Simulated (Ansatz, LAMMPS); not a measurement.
## Glassy 62SiO2-36CaO-2P2O5 (mol %) (123 atoms): geometry optimisation

Wanted: the relaxed structure of glassy 62SiO2-36CaO-2P2O5 (mol %) (123 atoms) and its electronic structure.

Calculated with Ansatz 0.2.0; Kohn-Sham DFT, revPBE, PAW (set soft_2), plane waves.

### 1. The starting structure

The cell holds 123 atoms: 28 Si, 16 Ca, 2 P and 77 O. Cell: a = 11.969 Å, b = 11.969 Å, c = 11.969 Å, α = 90.0°, β = 90.0°, γ = 90.0°. 123 atoms (28 Si, 16 Ca, 2 P, 77 O) placed at random at 2.56 g/cm³, melted at 4000 K for 10 ps at fixed volume with the Morse and Coulomb pair potential with partial charges (Pedone, Malavasi, Menziani, Cormack and Segre, J. Phys. Chem. B 110, 11780 (2006)). Quenched from 4000 K to 300 K at 25 K/ps and fixed volume, held 10 ps at zero pressure, then minimised at fixed cell.

Before any run, some limits are plain. The quench rate of 25 K/ps is orders of magnitude faster than experiment, which tends to freeze in extra defects. The network of bonds at the start is that of the classical potential that made the cell. The Brillouin zone is sampled at Γ only, in a cell whose shortest periodic width is 12 Å.

### 2. Single point at the start

The forces at the start show how far the geometry lies from a minimum of this functional.

File input.yaml:

```yaml
crystal:
  lattice:
    - [11.96858, 0.0, 0.0]
    - [0.0, 11.96858, 0.0]
    - [0.0, 0.0, 11.96858]
  atoms:
    - { symbol: Si, position: [0.15039, 0.90575, 0.97005] }
    - { symbol: Si, position: [0.79872, 0.61712, 0.74612] }
    - { symbol: Si, position: [0.49187, 0.08418, 0.43244] }
    - { symbol: Si, position: [0.55343, 0.63006, 0.49572] }
    [... 113 atom lines left out ...]
    - { symbol: O, position: [0.77297, 0.65896, 0.04046] }
    - { symbol: O, position: [0.49049, 0.28233, 0.08768] }
    - { symbol: O, position: [0.66503, 0.70636, 0.4643] }
    - { symbol: O, position: [0.2253, 0.5726, 0.99463] }
    - { symbol: O, position: [0.7173, 0.26425, 0.07029] }
    - { symbol: O, position: [0.30929, 0.3415, 0.42353] }
kpoints:
  mp_grid: { grid: [1, 1, 1] }
hamiltonian:
  xc: revpbe
scf:
  occupations: { method: fixed }
output:
  forces: true
  stress: true
  populations: true
  dos:
    method: { smearing: { sigma: 0.1 } }
    de: 0.1
    projected: { site_lists: { Ca: [Ca], O: [O], P: [P], Si: [Si] } }
  eigenvalues: true
```

Run with:

```sh
$ ansatz run input.yaml --threads 4 --pin off --max-ram 8192MiB --backend cpu --events-out ev --progress --plain --runs-dir out
```

The job ended after 18 s (4 threads of Intel Xeon 6975P-C (Granite Rapids), shared host; peak memory 2.5 GiB; 68 s of CPU time).

Read from the output:

| Property | Result |
| --- | --- |
| free energy | -92436.9508 eV |
| free energy per atom | -751.5199 eV/atom |
| SCF cycles | 9 |
| pressure | 7.471 GPa |
| r.m.s. force component | 0.9988 eV/Å |
| longest force | 3.373 eV/Å |
| Fermi energy | 4.729 eV |
| gap (highest filled to lowest empty level) | 3.658 eV |
| spilling of the projection | 0.01436 |

The r.m.s. force component of 1.00 eV/Å and the pressure of 7.5 GPa set the starting point.

Length of the force by element:

```tsv
element	coordination	atoms	mean length of the force (eV/Å)	spread	least	most
Ca	all	16	0.783	0.236	0.398	1.20
O	all	77	1.79	0.717	0.363	3.37
P	all	2	1.57	0.202	1.37	1.78
Si	all	28	1.47	0.469	0.488	2.43
```

### 3. Relaxation

The atoms are relaxed in the fixed cell, aiming at the force tolerance of the input.

input.yaml, the sections that differ from step 2:

```yaml
output:
  forces: true
relax:
  f_tol: 0.03
  max_steps: 200
# crystal, kpoints, hamiltonian, scf: as in step 2
```

Run time: 2.3 min. Hardware: 4 threads; peak memory 2.3 GiB.

Step by step:

```tsv
step	energy less that of the first step (eV)	largest force component (eV/Å)
1	0.0000	2.9565
2	-4.0623	1.5467
3	-5.5333	1.0836
4	-6.3806	1.6266
5	-6.5497	0.5808
6	-6.5937	0.5902
7	-6.5640	0.6051
8	-6.6854	0.1510
9	-6.6987	0.1336
10	-6.6931	0.1456
11	-6.7068	0.0803
12	-6.7075	0.0439
13	-6.7038	0.2088
14	-6.7092	0.0461
15	-6.7086	0.0656
16	-6.7105	0.0175
17	-6.7110	0.0205
```

Relaxation steps 7, 10, 13, 15 were tried and not accepted.

The atoms that moved most (Å):

```tsv
atom	dx	dy	dz	length
O123	0.213	0.344	0.149	0.431
O118	-0.332	-0.147	-0.141	0.389
O49	-0.211	0.293	0.036	0.363
O86	0.249	0.146	0.200	0.352
O105	-0.273	0.034	-0.141	0.309
O116	0.088	-0.145	0.255	0.306
O83	-0.283	0.063	-0.062	0.296
Ca32	0.043	-0.185	-0.200	0.276
```

The relaxation changed the energy by -54.6 meV/atom, and atoms moved by 0.17 Å r.m.s., 0.43 Å at most.

### 4. Structure statistics after relaxation

Bonds before and after, by the cutoffs listed below:

```tsv
pair	bonds before	bonds after	mean before (Å)	mean after (Å)	spread before (Å)	spread after (Å)
O-Si	112	112	1.611	1.645	0.036	0.034
O-Ca	97	98	2.517	2.480	0.228	0.237
O-P	8	8	1.523	1.554	0.014	0.026
```

Density 2.64 g/cm³, 13.94 Å³ an atom.

g(r), total and by pair (bins of 0.2 Å):

```tsv
r (Å)	total	O-O	O-Si	O-Ca	O-P	Si-Si	Si-Ca
1.50	0.59	0.00	1.02	0.00	14.75	0.00	0.00
1.70	3.44	0.00	12.05	0.00	0.00	0.00	0.00
1.90	0.00	0.00	0.00	0.00	0.00	0.00	0.00
2.10	0.10	0.00	0.00	0.59	0.00	0.00	0.00
2.30	0.60	0.00	0.00	3.67	0.00	0.00	0.00
2.50	1.14	1.55	0.00	3.25	0.00	0.00	0.00
2.70	1.69	3.95	0.00	0.85	0.00	0.00	0.00
2.90	0.59	1.02	0.08	0.39	0.00	1.41	0.36
3.10	0.85	0.79	0.36	0.29	0.00	4.51	2.21
3.30	0.83	1.01	0.49	0.20	0.78	1.14	2.09
3.50	0.94	0.68	1.08	0.91	1.46	0.00	2.35
3.70	1.10	0.84	1.58	0.61	1.32	0.13	2.33
3.90	0.95	0.68	1.37	0.89	0.87	0.58	1.21
4.10	1.16	0.58	2.12	1.08	2.11	0.72	0.27
4.30	1.09	0.76	1.56	1.35	0.72	1.03	0.65
4.50	0.94	0.89	0.86	1.18	1.77	1.38	0.46
4.70	1.15	1.28	0.85	1.69	0.39	1.02	0.90
4.90	1.06	1.35	0.62	1.25	1.29	1.00	0.63
5.10	1.12	1.41	0.73	1.00	0.34	1.73	0.99
5.30	0.94	1.13	0.73	0.89	0.78	1.04	0.97
5.50	0.91	0.97	0.82	0.64	1.74	1.33	1.05
5.70	0.93	0.91	0.90	0.89	0.67	1.23	1.18
5.90	0.95	0.89	1.15	0.81	1.02	0.75	0.92
```

Bonds by pair of elements; cutoffs follow the first minimum of g(r), held within bounds set by covalent radii, and pairs that aren't listed don't count as bonded:

```tsv
pair A-B	cutoff (Å)	bonds	mean length (Å)	spread (Å)	shortest (Å)	B about A	A about B
O-Si	2.12	112	1.65	0.034	1.56	1.46	4
O-Ca	3.22	98	2.48	0.237	2.13	1.27	6.12
O-P	1.98	8	1.55	0.026	1.51	0.104	4
```

How many atoms have how many bonded neighbours:

```tsv
element	mean	2	3	4	5	6	7
Ca	6.12	0	0	0	3	8	5
O	2.83	28	34	15	0	0	0
P	4	0	0	2	0	0	0
Si	4	0	0	28	0	0	0
```

Bond angles (no mean is given where the spread exceeds 20°):

```tsv
angle	count	mean (°)	spread (°)
O-Ca-O	255	-	-
O-Si-O	168	109	5.4
Ca-O-Si	110	-	-
Ca-O-Ca	58	105	18.9
Si-O-Si	39	142	13.6
```

Oxygen atoms by the number of network formers (Si, P, Ge, B, Al, As, Ga) bound to them:

```tsv
network formers bound to O	O atoms	per cent
0	0	0
1	34	44.2
2	43	55.8
```

Network units: each former by its oxygen neighbours and how many of them bridge to another former:

```tsv
former	O neighbours	bridging O	atoms
Si	4	2	10
Si	4	3	10
Si	4	4	8
P	4	1	1
P	4	3	1
```

Bond length by coordination (bonds to H left out):

```tsv
element	coordination	atoms	mean bond length (Å)
Ca	5	3	2.38
Ca	6	8	2.48
Ca	7	5	2.52
O	2	28	1.68
O	3	34	2.06
O	4	15	2.27
```

Rings of the network by King's shortest-path rule, up to 12 atoms, one path for each pair of neighbours; H, halogens, alkali and alkaline-earth atoms are left out, and the last column divides by all other atoms, bonded or not:

```tsv
ring size (atoms)	rings	per network atom
10	2	0.019
12	9	0.084
```

Counting bonds as in the table, 50 % of Ca atoms have 6, 44 % of O atoms have 3, all P atoms have 4 and all Si atoms have 4 bonded neighbours. 56 % of the oxygens bridge two formers (Si and P) and 44 % are non-bridging. Rings of 12 atoms are the most common (82 % of those counted); sizes run from 10 to 12, where the search stops.

### 5. Single point at the relaxed geometry

The electronic structure is read at the final geometry, in a run of its own.

File input.yaml:

```yaml
crystal:
  lattice:
    - [11.96858, 0.0, 0.0]
    - [0.0, 11.96858, 0.0]
    - [0.0, 0.0, 11.96858]
  atoms:
    - { symbol: Si, position: [0.14018, 0.90635, 0.95878] }
    - { symbol: Si, position: [0.80066, 0.61082, 0.74353] }
    - { symbol: Si, position: [0.48912, 0.0907, 0.43328] }
    - { symbol: Si, position: [0.56469, 0.62067, 0.50145] }
    [... 113 atom lines left out ...]
    - { symbol: O, position: [0.74527, 0.64671, 0.02865] }
    - { symbol: O, position: [0.4864, 0.29293, 0.09834] }
    - { symbol: O, position: [0.67256, 0.70205, 0.45236] }
    - { symbol: O, position: [0.2217, 0.56413, 0.99901] }
    - { symbol: O, position: [0.71928, 0.26437, 0.07479] }
    - { symbol: O, position: [0.32706, 0.37024, 0.43602] }
kpoints:
  mp_grid: { grid: [1, 1, 1] }
hamiltonian:
  xc: revpbe
scf:
  occupations: { method: fixed }
output:
  forces: true
  stress: true
  populations: true
  dos:
    method: { smearing: { sigma: 0.1 } }
    de: 0.1
    projected: { site_lists: { Ca: [Ca], O: [O], P: [P], Si: [Si] } }
  eigenvalues: true
  write_density: true
  write_potential: true
  volumetric_format: npy
```

Elapsed: 22 s, on 4 threads; peak memory 2.5 GiB; 82 s of CPU time.

The run gave:

- free energy: -92443.6618 eV
- free energy per atom: -751.5745 eV/atom
- SCF cycles: 10
- pressure: 1.822 GPa
- r.m.s. force component: 0.00407 eV/Å
- longest force: 0.02408 eV/Å
- Fermi energy: 4.275 eV
- gap (highest filled to lowest empty level): 4.189 eV
- spilling of the projection: 0.01425

Löwdin charges by element and coordination (they lack the spilled electrons, 0.086 e an atom on average):

```tsv
element	coordination	atoms	mean charge (e)	spread	least	most
Ca	all	16	1.77	0.0131	1.75	1.80
Ca	5	3	1.78	0.0091	1.77	1.80
Ca	6	8	1.77	0.0107	1.75	1.78
Ca	7	5	1.77	0.0148	1.75	1.79
O	all	77	-0.902	0.107	-1.07	-0.76
O	2	28	-0.820	0.0677	-1.00	-0.76
O	3	34	-0.919	0.0923	-1.05	-0.794
O	4	15	-1.02	0.066	-1.07	-0.851
P	all	2	2.16	0.0172	2.15	2.18
Si	all	28	1.69	0.0591	1.60	1.80
```

Density of states as counts of states in windows of 1 eV (from the Fermi level), total and the larger projections:

```tsv
from (eV)	to (eV)	total	O p	Si p
-14	-11	0.0	0.0	0.0
-11	-10	4.0	2.5	0.2
-10	-9	6.4	4.2	0.3
-9	-8	15.9	10.6	1.2
-8	-7	21.8	15.4	2.5
-7	-6	27.9	20.8	4.4
-6	-5	18.6	14.1	2.5
-5	-4	54.3	42.9	5.4
-4	-3	75.2	65.0	4.6
-3	-2	90.8	83.4	2.5
-2	-1	87.3	82.4	1.5
-1	0	58.6	56.0	0.9
0	1	1.3	1.3	0.0
1	4	0.0	0.0	0.0
4	5	2.2	0.0	0.1
```

With fixed occupations the program's Fermi level is the highest filled level; weight inside the gap is the broadening of levels at its edges.

Between -26 and -14 eV lie 250 more states.

The stored curve holds about 712 of the 744 electrons; the rest, give or take the few that broadening carries across the Fermi level, lie in deeper levels below its range.

The levels nearest the highest filled one (over half full), pooled over k-points and spins:

```tsv
level less the highest filled one (eV)	occupation
-0.278	2
-0.235	2
-0.199	2
-0.111	2
-0.0082	2
0	2
4.19	0
5.11	0
5.42	0
5.53	0
5.59	0
5.73	0
```

Mean Löwdin charges: Ca +1.77, O -0.90, P +2.16, Si +1.69 e (they miss 1.4 % of the electrons, so they add up to more than the cell's charge).

### 6. Results

| Quantity | Value |
| --- | --- |
| energy change in the relaxation | -54.56 meV/atom |
| r.m.s. displacement | 0.168 Å |
| largest displacement | 0.431 Å |
| free energy per atom | -751.5745 eV/atom |
| pressure | 1.822 GPa |
| r.m.s. force component | 0.00407 eV/Å |
| gap (highest filled to lowest empty level) | 4.189 eV |
| wall time of the 3 DFT runs | 3 min |

What this shows: Relaxation lowers the energy by 54.6 meV/atom and moves atoms by 0.17 Å r.m.s.; the r.m.s. force component goes from 1.00 to 0.0041 eV/Å, the pressure goes from 7.5 to 1.8 GPa, and the gap from 3.66 to 4.19 eV. By the final cutoffs 3 of 217 bonded pairs parted and 4 joined. From the first step to the last the energy fell by 6.711 eV, and the largest move was 0.43 Å (O123). The O-Ca bonds go from 2.517 Å (spread 0.228) to 2.480 Å (spread 0.237), and their number from 97 to 98. Counting bonds as in the table, 50 % of Ca atoms have 6, 44 % of O atoms have 3, all P atoms have 4 and all Si atoms have 4 bonded neighbours. 56 % of the oxygens bridge two formers (Si and P) and 44 % are non-bridging. Between filled and empty levels lie 4.19 eV (at Γ alone); a semilocal functional tends to put such gaps too low. In a disordered cell it changes from sample to sample, and tail or defect levels can set it.

What to keep in mind: The network of bonds at the start is that of the classical potential that made the cell; in DFT 3 of its 217 bonded pairs passed out of the cutoffs and 4 came within them. The pressure of 1.8 GPa says that the cell would expand at this level of theory.

[Logs are printed without paths, hosts, clocks, repeated set-up lines and the standing remarks that a program may print on its own settings, such as how far it seeks lower states.]

[Hosts, paths, dates, database ids (printed as entryN), source tags and the programs' standing remarks are cut or masked in the printed files.]
